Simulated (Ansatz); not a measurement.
**Twisted Zr2CO2 MXene bilayer, 38.21° (70 atoms) in motion**

Aim: follow twisted Zr2CO2 MXene bilayer, 38.21° (70 atoms) for a short time with forces from DFT, then look at structure and electrons in the last frame.

Program: Ansatz 0.2.0. Level of theory: Kohn-Sham DFT, RPBE+D4, PAW (set soft_2), plane waves. Results are calculated unless marked as measured.

## Step 1: The starting structure

The cell holds 70 atoms: 14 C, 28 Zr and 28 O. Cell: a = 8.757 Å, b = 8.757 Å, c = 26.080 Å, α = 90.0°, β = 90.0°, γ = 120.0°. It derives from Zr2CO2 (Zr2CO2 MXene). Zr2CO2 MXene (a = 3.31 Å) under Zr2CO2 MXene (a = 3.31 Å), bilayer, commensurate cell of 7 unit cells a layer, twist 38.21 deg; facing planes 2.88 Å apart; 14 Å of vacuum; layers as built, displaced by a Gaussian of 0.01 Å. Regions: layer 1, 35 atoms (7 C, 14 Zr and 14 O); layer 2, 35 atoms (7 C, 14 Zr and 14 O). Vacuum lies along c.

Before any run, some limits are plain. The Brillouin zone is sampled at Γ only, in a cell whose shortest periodic width is 8 Å.

## Step 2: Single point at the start

A single point comes first, to see the forces before anything moves.

input.yaml reads:

```yaml
crystal:
  lattice:
    - [8.7574, 0.0, 0.0]
    - [-4.3787, 7.58413, 0.0]
    - [0.0, 0.0, 26.08]
  atoms:
    - { symbol: C, position: [0.00189, 0.00133, 0.35697] }
    - { symbol: Zr, position: [0.18967, 0.23873, 0.40905] }
    - { symbol: Zr, position: [0.23769, 0.04654, 0.30425] }
    - { symbol: O, position: [0.23706, 0.04875, 0.44412] }
    [... 60 atom lines left out ...]
    - { symbol: O, position: [0.64553, 0.2662, 0.55549] }
    - { symbol: C, position: [0.0264, 0.17191, 0.64298] }
    - { symbol: Zr, position: [0.78769, 0.97802, 0.69539] }
    - { symbol: Zr, position: [0.83477, 0.21686, 0.59143] }
    - { symbol: O, position: [0.83638, 0.21756, 0.73222] }
    - { symbol: O, position: [0.78631, 0.97927, 0.55454] }
kpoints:
  mp_grid: { grid: [1, 1, 1] }
hamiltonian:
  xc: rpbe
  dispersion: d4
scf:
  occupations: { method: gaussian, width: 0.025 }
output:
  forces: true
```

Command:

```console
$ ansatz run input.yaml --threads 4 --pin off --max-ram 8192MiB --backend cpu --events-out ev --progress --plain --runs-dir out
```

Wall time 15 s (4 threads of Arm Neoverse V2, shared host); peak memory 2 GiB.

The run gave:

```yaml
free_energy: -136917.4200 eV
free_energy_per_atom: -1955.9631 eV/atom
scf_cycles: 11
r_m_s_force_component: 0.2618 eV/Å
longest_force: 0.9088 eV/Å
fermi_energy: 4.647 eV
```

The r.m.s. force component of 0.26 eV/Å sets the starting point.

Length of the force by element:

| element | coordination | atoms | mean length of the force (eV/Å) | spread | least | most |
| --- | --- | --- | --- | --- | --- | --- |
| C | all | 14 | 0.229 | 0.115 | 0.07 | 0.418 |
| O | all | 28 | 0.213 | 0.0699 | 0.0837 | 0.35 |
| Zr | all | 28 | 0.633 | 0.173 | 0.174 | 0.909 |

## Step 3: Dynamics started at 600 K

Without a thermostat the total energy must stay constant, which tests forces and time step. The time step is 1.0 fs.

input.yaml, as its differences from that of step 2:

```diff
@@ -16 +16,8 @@
   forces: true
+md:
+  timestep: 1.0
+  n_steps: 220
+  ensemble: nve
+  temperature: 600
+  initial_velocities: maxwell_boltzmann
+  seed: 8834
```

Wall time 28 min (4 threads); peak memory 2.2 GiB.

The program notes that it switched symmetry off.

Rows from the run:

| time (fs) | T (K) | potential (meV/atom) | conserved (meV/atom) |
| --- | --- | --- | --- |
| 0.0 | 600 | 0.0 | 0.00 |
| 15.0 | 216 | 49.1 | 0.10 |
| 29.0 | 349 | 32.0 | 0.03 |
| 44.0 | 309 | 37.1 | 0.05 |
| 59.0 | 231 | 47.1 | 0.07 |
| 73.0 | 354 | 31.4 | 0.04 |
| 88.0 | 287 | 39.9 | 0.07 |
| 103.0 | 359 | 30.8 | 0.04 |
| 117.0 | 303 | 38.0 | 0.06 |
| 132.0 | 382 | 27.8 | 0.04 |
| 147.0 | 323 | 35.3 | 0.05 |
| 161.0 | 281 | 40.7 | 0.06 |
| 176.0 | 383 | 27.7 | 0.04 |
| 191.0 | 326 | 35.0 | 0.05 |
| 205.0 | 273 | 41.8 | 0.06 |
| 220.0 | 337 | 33.6 | 0.05 |

Mean square displacement from the first frame to the last: C 0.030 Å², Zr 0.050 Å², O 0.045 Å².

Table of mean square displacement by time lag:

| time lag (fs) | C (Å²) | O (Å²) | Zr (Å²) |
| --- | --- | --- | --- |
| 1.0 | 6.2e-5 | 5.2e-5 | 9.1e-6 |
| 5.0 | 0.00151 | 0.00126 | 2.3e-4 |
| 10.0 | 0.00562 | 0.00479 | 8.8e-4 |
| 14.0 | 0.0101 | 0.00886 | 0.00170 |
| 19.0 | 0.0161 | 0.0149 | 0.00302 |
| 23.0 | 0.0204 | 0.0201 | 0.00430 |
| 28.0 | 0.0242 | 0.0262 | 0.00610 |
| 32.0 | 0.0255 | 0.0305 | 0.00768 |
| 37.0 | 0.0252 | 0.0346 | 0.00977 |
| 41.0 | 0.0237 | 0.0366 | 0.0115 |
| 46.0 | 0.0211 | 0.0375 | 0.0137 |
| 50.0 | 0.0192 | 0.0368 | 0.0155 |
| 55.0 | 0.0176 | 0.0347 | 0.0177 |
| 60.0 | 0.0173 | 0.0316 | 0.0198 |
| 64.0 | 0.0181 | 0.0288 | 0.0214 |
| 69.0 | 0.0200 | 0.0255 | 0.0233 |
| 73.0 | 0.0218 | 0.0235 | 0.0247 |
| 78.0 | 0.0240 | 0.0218 | 0.0263 |
| 82.0 | 0.0254 | 0.0215 | 0.0274 |
| 87.0 | 0.0265 | 0.0221 | 0.0287 |
| 91.0 | 0.0270 | 0.0234 | 0.0296 |
| 96.0 | 0.0274 | 0.0259 | 0.0306 |
| 100.0 | 0.0279 | 0.0282 | 0.0313 |
| 105.0 | 0.0287 | 0.0313 | 0.0322 |
| 110.0 | 0.0298 | 0.0342 | 0.0329 |

Over the second half of 220 fs the temperature averages 326 K with swings of 37 K r.m.s. The conserved energy stays within 0.10 meV/atom. From first frame to last Zr has the largest mean square displacement, 0.050 Å² at the end; the farthest move is 0.36 Å. The mean temperature of 326 K lies well off the 600 K of the input: without a thermostat, part of the starting kinetic energy flows into potential energy (about half from a start near a minimum). The run spans 0.22 ps, too short for its means to be equilibrium values.

## Step 4: Local order late in the run

The g(r) is a mean over the second half; what follows it is taken at the last frame.

Bonds before and after, by the cutoffs listed below:

| pair | bonds before | bonds after | mean before (Å) | mean after (Å) | spread before (Å) | spread after (Å) |
| --- | --- | --- | --- | --- | --- | --- |
| O-Zr | 84 | 84 | 2.128 | 2.127 | 0.015 | 0.061 |
| Zr-C | 84 | 84 | 2.352 | 2.388 | 0.016 | 0.074 |

Mean of 14 frames; normalised to the volume that the atoms fill. Pair distribution functions g(r), in bins of 0.2 Å:

| r (Å) | total | O-O | O-Zr | O-C | Zr-Zr | Zr-C | C-C |
| --- | --- | --- | --- | --- | --- | --- | --- |
| 1.90 | 0.08 | 0.00 | 0.26 | 0.00 | 0.00 | 0.00 | 0.00 |
| 2.10 | 2.43 | 0.00 | 7.47 | 0.00 | 0.00 | 0.23 | 0.00 |
| 2.30 | 1.98 | 0.00 | 1.24 | 0.00 | 0.00 | 9.86 | 0.00 |
| 2.50 | 0.72 | 0.00 | 0.02 | 0.00 | 0.00 | 4.42 | 0.00 |
| 2.70 | 0.01 | 0.01 | 0.00 | 0.01 | 0.00 | 0.02 | 0.00 |
| 2.90 | 0.65 | 0.11 | 0.00 | 3.94 | 0.00 | 0.00 | 0.00 |
| 3.10 | 1.02 | 1.01 | 0.00 | 4.98 | 0.18 | 0.00 | 0.77 |
| 3.30 | 2.89 | 5.97 | 0.00 | 0.03 | 8.88 | 0.00 | 12.95 |
| 3.50 | 0.58 | 1.32 | 0.06 | 0.00 | 1.91 | 0.00 | 1.10 |
| 3.70 | 0.34 | 0.24 | 0.92 | 0.00 | 0.02 | 0.00 | 0.00 |
| 3.90 | 0.92 | 0.20 | 2.26 | 0.00 | 0.00 | 0.99 | 0.00 |
| 4.10 | 0.88 | 0.21 | 0.76 | 0.00 | 0.00 | 3.73 | 0.00 |
| 4.30 | 0.23 | 0.19 | 0.20 | 0.63 | 0.00 | 0.20 | 0.00 |
| 4.50 | 0.65 | 0.26 | 0.24 | 3.24 | 0.08 | 0.00 | 0.00 |
| 4.70 | 0.37 | 0.18 | 0.26 | 0.18 | 1.46 | 0.00 | 0.00 |
| 4.90 | 0.86 | 0.66 | 2.10 | 0.00 | 0.52 | 0.01 | 0.00 |
| 5.10 | 1.74 | 1.24 | 3.81 | 0.04 | 0.19 | 1.72 | 0.00 |
| 5.30 | 1.04 | 0.20 | 0.89 | 0.36 | 0.12 | 4.05 | 0.00 |
| 5.50 | 0.76 | 0.38 | 0.14 | 3.69 | 0.25 | 0.13 | 0.10 |
| 5.70 | 1.46 | 1.96 | 0.17 | 2.05 | 3.73 | 0.00 | 4.11 |
| 5.90 | 0.53 | 1.02 | 0.14 | 0.39 | 1.42 | 0.00 | 0.74 |
| 6.10 | 0.27 | 0.86 | 0.16 | 0.29 | 0.16 | 0.09 | 0.00 |
| 6.30 | 0.17 | 0.17 | 0.12 | 0.24 | 0.16 | 0.27 | 0.00 |
| 6.50 | 0.48 | 0.88 | 0.18 | 0.31 | 0.84 | 0.27 | 1.41 |
| 6.70 | 0.91 | 1.55 | 0.89 | 0.28 | 1.26 | 0.27 | 2.30 |
| 6.90 | 1.30 | 1.39 | 2.52 | 0.18 | 0.15 | 1.41 | 0.00 |
| 7.10 | 0.82 | 0.28 | 0.75 | 0.85 | 0.12 | 2.38 | 0.00 |
| 7.30 | 0.66 | 0.14 | 0.25 | 2.61 | 0.61 | 0.24 | 0.00 |

Bonds by pair of elements; cutoffs follow the first minimum of g(r), held within bounds set by covalent radii, and pairs that aren't listed don't count as bonded:

| pair A-B | cutoff (Å) | bonds | mean length (Å) | spread (Å) | shortest (Å) | B about A | A about B |
| --- | --- | --- | --- | --- | --- | --- | --- |
| O-Zr | 2.82 | 84 | 2.13 | 0.061 | 2.01 | 3 | 3 |
| Zr-C | 2.81 | 84 | 2.39 | 0.074 | 2.19 | 3 | 6 |

How many atoms have how many bonded neighbours:

| element | mean | 3 | 6 |
| --- | --- | --- | --- |
| C | 6 | 0 | 14 |
| O | 3 | 28 | 0 |
| Zr | 6 | 0 | 28 |

Bond angles (no mean is given where the spread exceeds 20°):

| angle | count | mean (°) | spread (°) |
| --- | --- | --- | --- |
| C-Zr-O | 252 | - | - |
| Zr-C-Zr | 210 | - | - |
| O-Zr-O | 84 | 102 | 3 |
| C-Zr-C | 84 | 87.8 | 2.4 |
| Zr-O-Zr | 84 | 102 | 2.4 |

For some of the pairs, g(r) has its first main peak near 3.31 Å (O-O), 2.12 Å (O-Zr), 3.03 Å (O-C), 3.34 Å (Zr-Zr), 2.38 Å (Zr-C) and 3.31 Å (C-C). With the cutoffs above, all C atoms have 6, all O atoms have 3 and all Zr atoms have 6 bonded neighbours.

## Step 5: Single point at the last frame

The last frame is solved once more, with the analyses that the dynamics left out.

input.yaml reads:

```yaml
crystal:
  lattice:
    - [8.7574, 0.0, 0.0]
    - [-4.3787, 7.58413, 0.0]
    - [0.0, 0.0, 26.08]
  atoms:
    - { symbol: C, position: [0.99685, 0.98686, 0.35262] }
    - { symbol: Zr, position: [0.19421, 0.22332, 0.40841] }
    - { symbol: Zr, position: [0.25032, 0.02602, 0.29815] }
    - { symbol: O, position: [0.23391, 0.03932, 0.44346] }
    [... 60 atom lines left out ...]
    - { symbol: O, position: [0.63433, 0.27643, 0.55556] }
    - { symbol: C, position: [0.02003, 0.18719, 0.64262] }
    - { symbol: Zr, position: [0.77233, 0.99661, 0.70122] }
    - { symbol: Zr, position: [0.8247, 0.23194, 0.59106] }
    - { symbol: O, position: [0.8332, 0.24684, 0.7375] }
    - { symbol: O, position: [0.77791, 0.99285, 0.55708] }
kpoints:
  mp_grid: { grid: [1, 1, 1] }
hamiltonian:
  xc: rpbe
  dispersion: d4
scf:
  occupations: { method: gaussian, width: 0.025 }
output:
  forces: true
  populations: true
  dos:
    method: { smearing: { sigma: 0.1 } }
    de: 0.1
    projected:
      site_lists:
        C: [C]
        O: [O]
        Zr: [Zr]
        layer_1: [0, 1, 2, 3, 4, 5, 6, 7, 8, 9, 10, 11, 12, 13, 14, 15, 16, 17, 18, 19, 20, 21, 22, 23, 24, 25, 26, 27, 28, 29, 30, 31, 32, 33, 34]
        layer_2: [35, 36, 37, 38, 39, 40, 41, 42, 43, 44, 45, 46, 47, 48, 49, 50, 51, 52, 53, 54, 55, 56, 57, 58, 59, 60, 61, 62, 63, 64, 65, 66, 67, 68, 69]
  eigenvalues: true
  write_density: true
  write_potential: true
  volumetric_format: npy
```

The job ended after 24 s (4 threads; peak memory 2 GiB; 93 s of CPU time).

Numbers from this run:

```
free energy                                      : -136915.0683 eV
free energy per atom                             : -1955.9295 eV/atom
SCF cycles                                       : 11
r.m.s. force component                           : 0.5817 eV/Å
longest force                                    : 2.195 eV/Å
Fermi energy                                     : 4.787 eV
gap (highest filled to lowest empty level) : 1.28 eV
potential in mid-vacuum, over the Fermi level    : 4.568 eV
potential 4.5 Å over the upper face              : 4.549 eV
potential 4.5 Å under the lower face             : 4.588 eV
spilling of the projection                       : 0.004077
```

Length of the force by element:

| element | coordination | atoms | mean length of the force (eV/Å) | spread | least | most |
| --- | --- | --- | --- | --- | --- | --- |
| C | all | 14 | 0.829 | 0.306 | 0.278 | 1.37 |
| O | all | 28 | 0.777 | 0.306 | 0.288 | 1.30 |
| Zr | all | 28 | 1.10 | 0.494 | 0.408 | 2.19 |

Löwdin charges by element (they lack the spilled electrons, 0.033 e an atom on average):

| element | coordination | atoms | mean charge (e) | spread | least | most |
| --- | --- | --- | --- | --- | --- | --- |
| C | all | 14 | -0.900 | 0.0093 | -0.913 | -0.884 |
| O | all | 28 | -0.642 | 0.0161 | -0.667 | -0.602 |
| Zr | all | 28 | 1.17 | 0.0277 | 1.11 | 1.23 |

By region:

| region | atoms | mean length of the force (eV/Å) |
| --- | --- | --- |
| layer 1 | 35 | 0.986 |
| layer 2 | 35 | 0.846 |

States in the cell by windows of 1 eV, zero at the Fermi level; the larger projections on atomic orbitals stand beside the total:

| from (eV) | to (eV) | total | layer 2 | layer 1 | Zr d | O p | C p | C s |
| --- | --- | --- | --- | --- | --- | --- | --- | --- |
| -14 | -11 | 0.0 | 0.0 | 0.0 | 0.0 | 0.0 | 0.0 | 0.0 |
| -11 | -10 | 14.2 | 8.0 | 6.2 | 2.5 | 0.2 | 0.1 | 8.6 |
| -10 | -9 | 13.8 | 6.0 | 7.7 | 3.3 | 0.2 | 0.1 | 8.3 |
| -9 | -7 | 0.0 | 0.0 | 0.0 | 0.0 | 0.0 | 0.0 | 0.0 |
| -7 | -6 | 2.5 | 1.6 | 0.9 | 0.7 | 1.4 | 0.2 | 0.0 |
| -6 | -5 | 86.0 | 43.8 | 42.0 | 21.8 | 55.6 | 3.9 | 0.5 |
| -5 | -4 | 79.4 | 38.2 | 40.6 | 13.2 | 56.9 | 4.7 | 1.1 |
| -4 | -3 | 19.8 | 10.4 | 9.2 | 5.8 | 6.0 | 7.1 | 0.0 |
| -3 | -2 | 50.0 | 25.1 | 24.2 | 13.3 | 10.8 | 23.5 | 0.1 |
| -2 | -1 | 6.3 | 2.0 | 4.1 | 0.9 | 1.7 | 3.0 | 0.0 |
| -1 | 0 | 8.0 | 3.9 | 3.9 | 1.3 | 1.7 | 4.8 | 0.0 |
| 0 | 1 | 19.6 | 10.4 | 8.7 | 14.4 | 3.1 | 1.6 | 0.0 |
| 1 | 2 | 16.7 | 7.2 | 8.9 | 13.4 | 2.0 | 0.6 | 0.0 |
| 2 | 3 | 62.5 | 32.1 | 29.4 | 50.6 | 4.9 | 4.4 | 0.1 |

Between -26 and -14 eV lie 56 more states.

The stored curve holds about 336 of the 560 electrons; the rest, give or take the few that broadening carries across the Fermi level, lie in deeper levels below its range.

The levels nearest the highest filled one (over half full), pooled over k-points and spins:

| level less the highest filled one (eV) | occupation |
| --- | --- |
| -1.25 | 2 |
| -1.04 | 2 |
| -0.113 | 2 |
| -0.0669 | 2 |
| -0.0629 | 2 |
| 0 | 2 |
| 1.28 | 0 |
| 1.36 | 0 |
| 1.39 | 0 |
| 1.39 | 0 |
| 1.43 | 0 |
| 1.45 | 0 |

Planar average of the electrostatic potential energy along the normal, with the Fermi level as zero, after a running mean with a triangular window 4 Å wide at its base:

| height (Å) | potential energy (eV) |
| --- | --- |
| 0.0 | 4.57 |
| 0.7 | 4.58 |
| 1.4 | 4.58 |
| 2.2 | 4.59 |
| 2.9 | 4.59 |
| 3.8 | 4.58 |
| 4.5 | 4.40 |
| 5.2 | 3.13 |
| 5.9 | -0.22 |
| 6.7 | -5.26 |
| 7.4 | -9.39 |
| 8.1 | -10.56 |
| 8.8 | -9.72 |
| 9.6 | -9.69 |
| 10.4 | -10.67 |
| 11.2 | -9.37 |
| 11.9 | -5.23 |
| 12.6 | -1.12 |
| 13.3 | -0.68 |
| 14.1 | -4.32 |
| 14.8 | -8.74 |
| 15.5 | -10.72 |
| 16.4 | -9.88 |
| 17.1 | -9.75 |
| 17.8 | -10.55 |
| 18.5 | -10.00 |
| 19.3 | -6.29 |
| 20.0 | -1.19 |
| 20.7 | 2.60 |
| 21.4 | 4.21 |
| 22.2 | 4.51 |
| 23.0 | 4.54 |
| 23.8 | 4.55 |
| 24.5 | 4.56 |
| 25.2 | 4.56 |
| 25.9 | 4.57 |

Mean Löwdin charges: C -0.90, O -0.64, Zr +1.17 e (they miss 0.41 % of the electrons, so they add up to more than the cell's charge). The largest share in the top eV of filled states is C p (61 % of the projected weight), and in the lowest eV of empty states Zr d (79 % of the projected weight). The potential stands 5.19 eV above the highest filled level over the upper face and 5.23 eV under the lower one, a reading of the ionisation potential at this level on the run's k-points, but a rough one: there is no dipole correction, and the values are taken inside the vacuum, not at the faces.

## Step 6: Summary of results

* mean temperature, second half: 326.1 K
* temperature swing, second half: 36.94 K
* slope of the conserved energy against time, by least squares: 0.0181 meV/atom/ps
* free energy per atom: -1955.9295 eV/atom
* r.m.s. force component: 0.5817 eV/Å
* gap (highest filled to lowest empty level): 1.28 eV
* potential in mid-vacuum, over the Fermi level: 4.568 eV
* wall time of the 3 DFT runs: 28 min

Over the second half of 220 fs the temperature averages 326 K with swings of 37 K r.m.s. The conserved energy stays within 0.10 meV/atom. The mean temperature of 326 K lies well off the 600 K of the input: without a thermostat, part of the starting kinetic energy flows into potential energy (about half from a start near a minimum). The run spans 0.22 ps, too short for its means to be equilibrium values. With the cutoffs above, all C atoms have 6, all O atoms have 3 and all Zr atoms have 6 bonded neighbours. The highest filled and lowest empty levels differ by 1.28 eV at Γ alone; the mesh holds the band edges only if they fold onto it, so the gap at this level can be narrower or closed, while semilocal functionals tend to narrow gaps against experiment. The potential stands 5.19 eV above the highest filled level over the upper face and 5.23 eV under the lower one, a reading of the ionisation potential at this level on the run's k-points, but a rough one: there is no dipole correction, and the values are taken inside the vacuum, not at the faces.

[Logs are printed without paths, hosts, clocks, repeated set-up lines and the standing remarks that a program may print on its own settings, such as how far it seeks lower states.]

[Hosts, paths, dates, database ids (printed as entryN), source tags and the programs' standing remarks are cut or masked in the printed files.]
